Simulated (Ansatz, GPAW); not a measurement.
## How Cu3SeI (model structure) absorbs and reflects light

Wanted: where Cu3SeI (model structure) starts to absorb, how strongly, and its refractive index. The structure is a model built here, which may or may not match a known phase. It was built so: All Ag replaced by Cu and S replaced by Se in the R3 structure of Ag3SI. The cell is first relaxed with Ansatz.

Main program and level: GPAW 26.7.0; DFT, PBE, plane-wave PAW (GPAW data sets), scalar-relativistic, RPA, optical limit.

### Step 1. Starting point

The structure is trigonal, space group R3 (No. 146). Conventional cell: a = 6.664 Å, b = 6.664 Å, c = 8.162 Å, α = 90.00°, β = 90.00°, γ = 120.00°. I has 6 Cu at 2.93 to 3.06 Å nearest. Se has 6 Cu at 2.44 to 2.46 Å nearest. Nearest to Cu lie 2 Se at 2.44 to 2.46 Å and 4 Cu at 2.92 to 3.01 Å and 2 I at 2.93 to 3.06 Å. All Ag replaced by Cu and S replaced by Se in the R3 structure of Ag3SI. Farther neighbours and most contacts between anions are not listed.

### Step 2. Relaxation

Spectra hang on bond lengths, so the cell is first brought to its minimum.

This step: DFT, PBE, plane-wave PAW, default files, scalar-relativistic, relaxation (Ansatz 0.2.0).

input.yaml

```yaml
crystal:
  lattice:
    - [3.33220152, 1.92384744, 2.72073115]
    - [-3.33220152, 1.92384744, 2.72073115]
    - [0.0, -3.84769489, 2.72073115]
  atoms:
    - { symbol: I, position: [0.5, 0.5, 0.5] }
    - { symbol: Se, position: [0.0319, 0.0319, 0.0319] }
    - { symbol: Cu, position: [0.8895, 0.0175, 0.53] }
    - { symbol: Cu, position: [0.0175, 0.53, 0.8895] }
    - { symbol: Cu, position: [0.53, 0.8895, 0.0175] }
kpoints:
  mp_grid: { grid: [5, 5, 5] }
scf:
  occupations: { method: fermi_dirac, width: 0.05 }
hamiltonian:
  xc: pbe
output:
  forces: true
  stress: true
relax:
  f_tol: 0.02
  max_steps: 50
  cell: {}
```

Command:

```
$ ansatz run input.yaml --threads 1 --pin off --max-ram 4096MiB --backend cpu --events-out ev --progress --plain --runs-dir out
```

Numbers of over 12 decimals in the logs are rounded to 6 here.

The log of the run:

```text
Engine: ansatz 0.2.0, x86_64-unknown-linux-gnu
Pseudopotentials: kind: paw
Pseudopotential: I, paw, valence charge 17, recommended cutoff 420 eV (normal), I.paw.azcp
Pseudopotential: Se, paw, valence charge 16, recommended cutoff 420 eV (normal), Se.paw.azcp
Pseudopotential: Cu, paw, valence charge 19, recommended cutoff 420 eV (normal), Cu.paw.azcp
Functional definition: PBE
  parameter kappa = 0.804
  parameter beta = 0.066725
  exchange = pbe_x(kappa = kappa, mu = beta*pi^2/3)
  correlation = pbe_c(beta = beta)
Crystal: 5 atoms, lattice volume = 104.650 Å³
Basis set: ecut = 420 eV, 2103 PW (Γ), exchange–correlation on 64×64×64 points (8 copies of the dense FFT grid, shifted against one another)
Bands: 54, of which v1, the nominal top of the filled ones, is band 45 counted from 1 (44 counted from 0)
Symmetry: 3 space group operations
Space group: R3 (ITA 146), of the structure as read, at distance tolerance 4.7e-5 Å
k-points: 23 of 125 (time reversal used)
Non-local potential: I, projectors of the file, l = 0: 2, l = 1: 2, l = 2: 2, l = 3: 2
Non-local potential: Se, projectors of the file, l = 0: 2, l = 1: 2, l = 2: 3, l = 3: 1
Non-local potential: Cu, projectors of the file, l = 0: 3, l = 1: 2, l = 2: 3, l = 3: 1
PAW form: soft (Blöchl's): semilocal exchange-correlation on the pseudo side does not see the compensation charge
PAW one-centre angular grid: I, 590 points (default); XC on 64 Gauss nodes
PAW one-centre angular grid: Se, 590 points (default); XC on 64 Gauss nodes
PAW one-centre angular grid: Cu, 590 points (default); XC on 64 Gauss nodes
Initial density: superposition of atomic densities (neutral atoms: chi_scale 0, normalization atom), corrected by the library's trained network
Initial wavefunctions: pseudopotential atomic-orbital guess
Functional: x = pbe(κ = 0.804, μ = 0.219515), c = pbe(β = 0.066725)
SCF iter   1: F=—  HF=-32857.237787 eV  |F-HF|=—  |Δ(HF+E_count)|=         —  Δρ=1.80e-3  dr2=2.91e-3  ethr=1.77e-3  ⟨swp⟩=6.6  Hψ=4672  notcnv=0  defer=7
preconditioner: auto → Resta (q_TF=auto, 2.661 Å⁻¹)  ε∞=9.6  [insulator: Δε(μ)=0.686 eV  Ē_g=8.403 eV  σ=0.050 eV  W_gap=0.99  n_scr=26 (ndim 8)  ℏωp=24.6 eV  f_vac=0.055  D(μ)=0.00/eV (n_scr^D=0)  ε∞_Penn≈9.6]
SCF iter   2: F=—  HF=-32857.237181 eV  |F-HF|=—  |Δ(HF+E_count)|=   6.06e-4  Δρ=1.22e-3  dr2=1.16e-3  ethr=3.23e-6  ⟨swp⟩=2.4  Hψ=2507  notcnv=0  defer=26
SCF iter   3: F=—  HF=-32857.237200 eV  |F-HF|=—  |Δ(HF+E_count)|=   1.90e-5  Δρ=1.06e-3  dr2=7.44e-4  ethr=1.29e-6  ⟨swp⟩=2.0  Hψ=2080  notcnv=0  defer=26
SCF iter   4: F=—  HF=-32857.237034 eV  |F-HF|=—  |Δ(HF+E_count)|=   1.67e-4  Δρ=1.96e-4  dr2=4.66e-5  ethr=8.26e-7  ⟨swp⟩=2.0  Hψ=1649  notcnv=0  defer=26
SCF iter   5: F=—  HF=-32857.236995 eV  |F-HF|=—  |Δ(HF+E_count)|=   3.83e-5  Δρ=7.20e-5  dr2=7.14e-6  ethr=5.18e-8  ⟨swp⟩=2.0  Hψ=1591  notcnv=0  defer=26
SCF iter   6: F=—  HF=-32857.236995 eV  |F-HF|=—  |Δ(HF+E_count)|=   1.37e-7  Δρ=2.43e-5  dr2=5.17e-7  ethr=7.93e-9  ⟨swp⟩=2.0  Hψ=1942  notcnv=0  defer=26
SCF iter   7: F=—  HF=-32857.236996 eV  |F-HF|=—  |Δ(HF+E_count)|=   1.91e-7  Δρ=1.55e-5  dr2=1.54e-7  ethr=1.11e-10  ⟨swp⟩=5.0  Hψ=4577  notcnv=0
SCF iter   8: F=-32857.236996 eV  HF=-32857.236996 eV  |F-HF|=1.81e-9  |Δ(HF+E_count)|=   4.13e-9  Δρ=2.28e-6  dr2=6.53e-9  ethr=1.11e-10  ⟨swp⟩=5.0  Hψ=4270  notcnv=0
SCF 1 converged in 8 iterations: F = -32857.236996 eV  dr2 = 6.53e-9
  greatest PAW one-centre occupation: 1.000 electrons in one spin orbital (limit 2), on the Cu atom at site 3 (counted from 0), in its partial waves of l = 0
relax step   1: F+E_penalty+E_count = -32857.23699569 eV  Δ(F+E_penalty+E_count) = +0.000e0 eV  max|allowed force component| = 3.830e-1 eV/Å  Δτ_max = 0.0000 Å  P = -2.221 GPa  Ω = 104.650 Å³  (8 SCF iters, dr2 threshold 1.00e-7 eV, accepted)
Crystal: 5 atoms, lattice volume = 99.742 Å³
Basis set: ecut = 420 eV, 1935 PW (Γ), exchange–correlation on 64×64×64 points (8 copies of the dense FFT grid, shifted against one another)
Initial density: handed on by an earlier stage of this run
Initial wavefunctions: those handed on with the density
iter 1 solved again at ethr=7.07e-5 eV; its pass at ethr=3.10e-3 eV (dr2=6.36e-2 eV) is discarded
SCF iter   1: F=—  HF=-32857.443257 eV  |F-HF|=—  |Δ(HF+E_count)|=         —  Δρ=7.93e-3  dr2=6.56e-2  ethr=7.07e-5  ⟨swp⟩=2.0  Hψ=5857  notcnv=0
preconditioner: auto → Resta (q_TF=auto, 2.682 Å⁻¹)  ε∞=9.5  [insulator: Δε(μ)=0.680 eV  Ē_g=8.660 eV  σ=0.050 eV  W_gap=0.99  n_scr=26 (ndim 8)  ℏωp=25.2 eV  f_vac=0.049  D(μ)=0.00/eV (n_scr^D=0)  ε∞_Penn≈9.5]
SCF iter   2: F=—  HF=-32857.431537 eV  |F-HF|=—  |Δ(HF+E_count)|=   1.17e-2  Δρ=3.75e-3  dr2=2.35e-2  ethr=7.07e-5  ⟨swp⟩=2.0  Hψ=1827  notcnv=0
SCF iter   3: F=—  HF=-32857.429576 eV  |F-HF|=—  |Δ(HF+E_count)|=   1.96e-3  Δρ=5.42e-3  dr2=1.67e-2  ethr=2.61e-5  ⟨swp⟩=2.0  Hψ=1898  notcnv=0
SCF iter   4: F=—  HF=-32857.425298 eV  |F-HF|=—  |Δ(HF+E_count)|=   4.28e-3  Δρ=6.56e-4  dr2=5.02e-4  ethr=1.85e-5  ⟨swp⟩=2.0  Hψ=1892  notcnv=0  defer=3
SCF iter   5: F=—  HF=-32857.425326 eV  |F-HF|=—  |Δ(HF+E_count)|=   2.77e-5  Δρ=1.82e-4  dr2=5.26e-5  ethr=5.58e-7  ⟨swp⟩=2.1  Hψ=1640  notcnv=0  defer=3
SCF iter   6: F=—  HF=-32857.425320 eV  |F-HF|=—  |Δ(HF+E_count)|=   5.68e-6  Δρ=5.81e-5  dr2=4.82e-6  ethr=5.84e-8  ⟨swp⟩=2.0  Hψ=1913  notcnv=0  defer=3
SCF iter   7: F=—  HF=-32857.425323 eV  |F-HF|=—  |Δ(HF+E_count)|=   3.54e-6  Δρ=4.58e-5  dr2=1.52e-6  ethr=5.36e-9  ⟨swp⟩=2.0  Hψ=1940  notcnv=0  defer=3
SCF iter   8: F=-32857.425323 eV  HF=-32857.425323 eV  |F-HF|=1.61e-7  |Δ(HF+E_count)|=   9.02e-8  Δρ=1.55e-5  dr2=1.89e-7  ethr=5.56e-10  ⟨swp⟩=5.0  Hψ=4289  notcnv=0
SCF 2 converged in 8 iterations: F = -32857.425323 eV  dr2 = 1.89e-7
  greatest PAW one-centre occupation: 1.000 electrons in one spin orbital (limit 2), on the Cu atom at site 4 (counted from 0), in its partial waves of l = 0
relax step   2: F+E_penalty+E_count = -32857.42532312 eV  Δ(F+E_penalty+E_count) = -1.883e-1 eV  max|allowed force component| = 3.452e-1 eV/Å  Δτ_max = 0.1056 Å  P = -0.552 GPa  Ω = 99.742 Å³  energy of the carried Pulay correction = +1.808e-3 eV  (8 SCF iters, dr2 threshold 5.00e-7 eV, accepted)
Crystal: 5 atoms, lattice volume = 94.755 Å³
Basis set: ecut = 420 eV, 1869 PW (Γ), exchange–correlation on 64×64×64 points (8 copies of the dense FFT grid, shifted against one another)
iter 1 solved again at ethr=2.28e-4 eV; its pass at ethr=3.10e-3 eV (dr2=2.05e-1 eV) is discarded
SCF iter   1: F=—  HF=-32857.582429 eV  |F-HF|=—  |Δ(HF+E_count)|=         —  Δρ=1.40e-2  dr2=2.12e-1  ethr=2.28e-4  ⟨swp⟩=2.1  Hψ=5887  notcnv=0
preconditioner: auto → Resta (q_TF=auto, 2.705 Å⁻¹)  ε∞=9.3  [insulator: Δε(μ)=0.602 eV  Ē_g=8.974 eV  σ=0.050 eV  W_gap=0.99  n_scr=26 (ndim 8)  ℏωp=25.9 eV  f_vac=0.045  D(μ)=0.00/eV (n_scr^D=0)  ε∞_Penn≈9.3]
SCF iter   2: F=—  HF=-32857.543480 eV  |F-HF|=—  |Δ(HF+E_count)|=   3.89e-2  Δρ=6.73e-3  dr2=7.50e-2  ethr=2.28e-4  ⟨swp⟩=2.2  Hψ=1826  notcnv=0
SCF iter   3: F=—  HF=-32857.542869 eV  |F-HF|=—  |Δ(HF+E_count)|=   6.11e-4  Δρ=1.16e-2  dr2=6.93e-2  ethr=8.33e-5  ⟨swp⟩=3.4  Hψ=2176  notcnv=0
SCF iter   4: F=—  HF=-32857.524037 eV  |F-HF|=—  |Δ(HF+E_count)|=   1.88e-2  Δρ=1.16e-3  dr2=1.40e-3  ethr=7.70e-5  ⟨swp⟩=2.0  Hψ=1994  notcnv=0  defer=67
SCF iter   5: F=—  HF=-32857.524062 eV  |F-HF|=—  |Δ(HF+E_count)|=   2.50e-5  Δρ=3.32e-4  dr2=1.53e-4  ethr=1.55e-6  ⟨swp⟩=2.7  Hψ=1959  notcnv=0  defer=67
SCF iter   6: F=—  HF=-32857.524023 eV  |F-HF|=—  |Δ(HF+E_count)|=   3.87e-5  Δρ=1.32e-4  dr2=2.29e-5  ethr=1.69e-7  ⟨swp⟩=2.0  Hψ=1919  notcnv=0  defer=67
SCF iter   7: F=—  HF=-32857.524034 eV  |F-HF|=—  |Δ(HF+E_count)|=   1.13e-5  Δρ=8.18e-5  dr2=5.27e-6  ethr=2.54e-8  ⟨swp⟩=2.0  Hψ=1934  notcnv=0  defer=67
SCF iter   8: F=-32857.524036 eV  HF=-32857.524036 eV  |F-HF|=5.98e-8  |Δ(HF+E_count)|=   1.81e-6  Δρ=1.53e-5  dr2=2.31e-7  ethr=5.56e-10  ⟨swp⟩=3.2  Hψ=5279  notcnv=0
SCF 3 converged in 8 iterations: F = -32857.524036 eV  dr2 = 2.31e-7
relax step   3: F+E_penalty+E_count = -32857.52403632 eV  Δ(F+E_penalty+E_count) = -9.871e-2 eV  max|allowed force component| = 1.265e-1 eV/Å  Δτ_max = 0.1950 Å  P = +1.475 GPa  Ω = 94.755 Å³  energy of the carried Pulay correction = +3.736e-3 eV  (8 SCF iters, dr2 threshold 5.00e-7 eV, accepted)
[...]
relax step   4: F+E_penalty+E_count = -32857.53769728 eV  Δ(F+E_penalty+E_count) = -1.366e-2 eV  max|allowed force component| = 5.199e-2 eV/Å  Δτ_max = 0.0500 Å  P = -0.665 GPa  Ω = 98.129 Å³  energy of the carried Pulay correction = +2.421e-3 eV  (8 SCF iters, dr2 threshold 5.00e-7 eV, accepted)
[...]
relax step   5: F+E_penalty+E_count = -32857.53961131 eV  Δ(F+E_penalty+E_count) = -1.914e-3 eV  max|allowed force component| = 7.861e-2 eV/Å  Δτ_max = 0.0122 Å  P = -0.186 GPa  Ω = 97.768 Å³  energy of the carried Pulay correction = +2.560e-3 eV  (6 SCF iters, dr2 threshold 5.00e-7 eV, accepted)
[...]
relax step   6: F+E_penalty+E_count = -32857.54213568 eV  Δ(F+E_penalty+E_count) = -2.524e-3 eV  max|allowed force component| = 4.449e-2 eV/Å  Δτ_max = 0.0257 Å  P = -0.050 GPa  Ω = 97.108 Å³  energy of the carried Pulay correction = +2.814e-3 eV  (6 SCF iters, dr2 threshold 4.65e-7 eV, accepted)
[...]
relax step   7: F+E_penalty+E_count = -32857.54249429 eV  Δ(F+E_penalty+E_count) = -3.586e-4 eV  max|allowed force component| = 1.834e-2 eV/Å  Δτ_max = 0.0133 Å  P = +0.017 GPa  Ω = 97.071 Å³  energy of the carried Pulay correction = +2.829e-3 eV  (7 SCF iters, dr2 threshold 1.24e-7 eV, accepted)
[...]
relax step   8: F+E_penalty+E_count = -32857.54251509 eV  Δ(F+E_penalty+E_count) = -2.080e-5 eV  max|allowed force component| = 1.242e-2 eV/Å  Δτ_max = 0.0031 Å  P = -0.016 GPa  Ω = 97.090 Å³  energy of the carried Pulay correction = +2.822e-3 eV  (6 SCF iters, dr2 threshold 1.25e-8 eV, accepted)
[...]
relax step   9: F+E_penalty+E_count = -32857.54253925 eV  Δ(F+E_penalty+E_count) = -2.416e-5 eV  max|allowed force component| = 2.961e-4 eV/Å  Δτ_max = 0.0013 Å  P = +0.001 GPa  Ω = 97.076 Å³  energy of the carried Pulay correction = +2.827e-3 eV  (5 SCF iters, dr2 threshold 6.28e-9 eV, accepted)
Initial wavefunctions: pseudopotential atomic-orbital guess (no wavefunctions were taken with the density)
iter 1 solved again at ethr=1.40e-7 eV; its pass at ethr=3.10e-3 eV (dr2=1.26e-4 eV) is discarded
SCF iter   1: F=—  HF=-32857.539088 eV  |F-HF|=—  |Δ(HF+E_count)|=         —  Δρ=1.52e-4  dr2=3.84e-6  ethr=1.40e-7  ⟨swp⟩=3.2  Hψ=7781  notcnv=0
preconditioner: auto → Resta (q_TF=auto, 2.694 Å⁻¹)  ε∞=9.4  [insulator: Δε(μ)=0.635 eV  Ē_g=8.831 eV  σ=0.050 eV  W_gap=0.99  n_scr=26 (ndim 8)  ℏωp=25.6 eV  f_vac=0.052  D(μ)=0.00/eV (n_scr^D=0)  ε∞_Penn≈9.4]
SCF iter   2: F=—  HF=-32857.539090 eV  |F-HF|=—  |Δ(HF+E_count)|=   1.96e-6  Δρ=2.60e-4  dr2=4.05e-5  ethr=4.27e-9  ⟨swp⟩=2.0  Hψ=2278  notcnv=0
SCF iter   3: F=—  HF=-32857.539089 eV  |F-HF|=—  |Δ(HF+E_count)|=   8.50e-7  Δρ=9.15e-5  dr2=2.09e-6  ethr=4.27e-9  ⟨swp⟩=2.0  Hψ=2278  notcnv=0
SCF iter   4: F=—  HF=-32857.539086 eV  |F-HF|=—  |Δ(HF+E_count)|=   2.97e-6  Δρ=1.35e-5  dr2=4.44e-8  ethr=2.32e-9  ⟨swp⟩=2.0  Hψ=2277  notcnv=0
SCF iter   5: F=—  HF=-32857.539086 eV  |F-HF|=—  |Δ(HF+E_count)|=   3.07e-7  Δρ=8.79e-6  dr2=1.97e-8  ethr=4.94e-11  ⟨swp⟩=2.0  Hψ=2278  notcnv=0
SCF iter   6: F=—  HF=-32857.539086 eV  |F-HF|=—  |Δ(HF+E_count)|=   2.71e-8  Δρ=2.39e-6  dr2=1.04e-9  ethr=2.19e-11  ⟨swp⟩=2.0  Hψ=2001  notcnv=0
SCF iter   7: F=—  HF=-32857.539086 eV  |F-HF|=—  |Δ(HF+E_count)|=   2.09e-9  Δρ=3.00e-7  dr2=5.80e-11  ethr=1.15e-12  ⟨swp⟩=2.0  Hψ=2001  notcnv=0
SCF iter   8: F=-32857.539086 eV  HF=-32857.539086 eV  |F-HF|=7.28e-12  |Δ(HF+E_count)|=  1.46e-11  Δρ=1.07e-7  dr2=1.07e-11  ethr=1.00e-12  ⟨swp⟩=4.5  Hψ=4184  notcnv=0
SCF 10 converged in 8 iterations: F = -32857.539086 eV  dr2 = 1.07e-11
relax step  10: F+E_penalty+E_count = -32857.53908629 eV  Δ(F+E_penalty+E_count) = +3.453e-3 eV  max|allowed force component| = 3.313e-4 eV/Å  Δτ_max = 0.0000 Å  P = +0.018 GPa  Ω = 97.076 Å³  stress off target by 1.93e-2 GPa  SCF on the basis re-selected at this cell (its energy is not comparable with the rows above)  (8 SCF iters)
basis re-selected at this cell: Δ(F+E_penalty+E_count) = +3.453e-3 eV, ΔP = +0.017 GPa vs the last step (what re-selecting the basis moved, of the pressure what is left beyond the Pulay correction that the steps carried, after the strain that the cell walked since its last selection, with what the two solves' SCF thresholds leave and, on support functions, any second-order correction that the steps lacked; it is no m [...]
SCF converged after 8 iterations
Free energy (F): -32857.539086 eV
Harris-Foulkes:  -32857.539086 eV  (|F-HF|=7.28e-12)
Internal energy: -32857.539013 eV  (E = F + TS)
E sigma→0 (E₀):  -32857.539050 eV
Entropy (-TS):   -0.000073 eV (-0.015 meV/atom)
Fermi energy:    11.494843 eV
--- Per-component energies (eV) ---
  E_band       = -2005.996350
  E_kinetic    = 1208.377264
  E_local      = -19303.323705  (includes V_loc(G=0)·N_el)
  E_nonlocal   = 515.666047
  E_hartree    = 8873.263827
  E_xc         = -496.255976
  E_vxc        = -567.353532  (∫ρ·V_xc dr)
  E_paw        = -11744.839751  (= ΣΔE_a)
  E_vpaw       = -1605.890229  (= ΣTr[D̂ρ^β])
  E_aug_tail   = 0.000204  (compensation charges beyond the density's cutoff)
  E_ewald      = -11910.426923
  E_smearing   = -0.000073  (= −TS)
  E_closure    = 0.000000  (closes the sum)
  Σ components = -32857.539086   (vs F -32857.539086, Δ=0.00e0)
--- Forces (eV/Å), atoms counted from 1 ---
  atom   1  I     -0.00000000     0.00000000    -0.00027634
  atom   2  Se     0.00000000    -0.00000000     0.00013300
  atom   3  Cu     0.00011010     0.00031903     0.00004814
  atom   4  Cu     0.00022124    -0.00025487     0.00004814
  atom   5  Cu    -0.00033134    -0.00006417     0.00004814
  max |Σ_I F_I| component: 1.08e-6 eV/Å
--- Stress (GPa, compression-positive) ---
        0.019292      -0.000000      -0.000000
        0.000000       0.019292       0.000000
       -0.000000       0.000000       0.015136
  P = ⅓ Tr σ = 0.0179 GPa (0.179 kbar)
--- Relaxed structure (9 steps of the walk, 9 accepted, 1 SCFs on fresh bases) ---
  F+E_penalty+E_count = -32857.53908629 eV   max|allowed force component| = 3.313e-4 eV/Å   (the final SCF, on the basis selected at the relaxed cell)
  cell:  # Å, volume = 97.0758 Å³
    - [3.223381, 1.861020, 2.697099]
    - [-3.223381, 1.861020, 2.697099]
    - [-3.343107952904992e-18, -3.722040, 2.697099]
  atoms:
    - { symbol: I, position: [0.501664, 0.501664, 0.501664] }
    - { symbol: Se, position: [0.054883, 0.054883, 0.054883] }
    - { symbol: Cu, position: [0.842172, 0.016283, 0.553899] }
    - { symbol: Cu, position: [0.016283, 0.553899, 0.842172] }
    - { symbol: Cu, position: [0.553899, 0.842172, 0.016283] }
```

Wall time 77 s (1 thread of Intel Xeon Platinum 8488C (Sapphire Rapids), shared host); peak memory 0.49 GiB.

Step by step:

| step | energy less that of the first step (eV) | largest force component (eV/Å) | pressure (GPa) | volume (Å³) |
| --- | --- | --- | --- | --- |
| 1 | 0.0000 | 0.3830 | -2.22 | 104.65 |
| 2 | -0.1883 | 0.3452 | -0.55 | 99.74 |
| 3 | -0.2870 | 0.1265 | 1.47 | 94.75 |
| 4 | -0.3007 | 0.0520 | -0.67 | 98.13 |
| 5 | -0.3026 | 0.0786 | -0.19 | 97.77 |
| 6 | -0.3051 | 0.0445 | -0.05 | 97.11 |
| 7 | -0.3055 | 0.0183 | 0.02 | 97.07 |
| 8 | -0.3055 | 0.0124 | -0.02 | 97.09 |
| 9 | -0.3055 | 0.0003 | 0.00 | 97.08 |
| 10* | -0.3021 | 0.0003 | 0.02 | 97.08 |

Relaxation steps marked * repeat the geometry before them on a plane-wave basis chosen anew for their cell, so energy and pressure can jump there.

Forces are held to the 3 operations that the run works with; a distortion that breaks them can't arise in this run.

| conventional cell, symmetrised | before | after | change |
| --- | --- | --- | --- |
| a (Å) | 6.664 | 6.447 | -3.3 % |
| b (Å) | 6.664 | 6.447 | -3.3 % |
| c (Å) | 8.162 | 8.091 | -0.9 % |
| volume (Å³/atom) | 20.93 | 19.42 | -7.2 % |

The atoms that moved most (Å, as changes of fractional coordinates times the final cell):

| atom | dx | dy | dz | length |
| --- | --- | --- | --- | --- |
| Cu5 | 0.230 | -0.039 | -0.066 | 0.242 |
| Cu4 | -0.081 | 0.218 | -0.066 | 0.242 |
| Cu3 | -0.149 | -0.179 | -0.066 | 0.242 |
| Se2 | 0.000 | 0.000 | 0.186 | 0.186 |
| I1 | 0.000 | 0.000 | 0.013 | 0.013 |

Final coordinates:

```xyz
5
Lattice="3.2234 1.8610 2.6971 -3.2234 1.8610 2.6971 0.0000 -3.7220 2.6971" Properties=species:S:1:pos:R:3 pbc="T T T"
I     0.0000    0.0000    4.0591
Se    0.0000    0.0000    0.4441
Cu    2.6622   -0.4640    3.8093
Cu   -1.7329   -2.0735    3.8093
Cu   -0.9292    2.5375    3.8093
```

The relaxation ends with a largest force component of 3.3e-4 eV/Å and a pressure of 0.02 GPa.

(Continued in part 2 of 2.)

[Machine, clock and banner lines and Python warnings are left out of the logs.]

[Logs are printed without paths, hosts, clocks, repeated set-up lines and the standing remarks that a program may print on its own settings, such as how far it seeks lower states.]

[Hosts, paths, dates, database ids (printed as entryN), source tags and the programs' standing remarks are cut or masked in the printed files.]
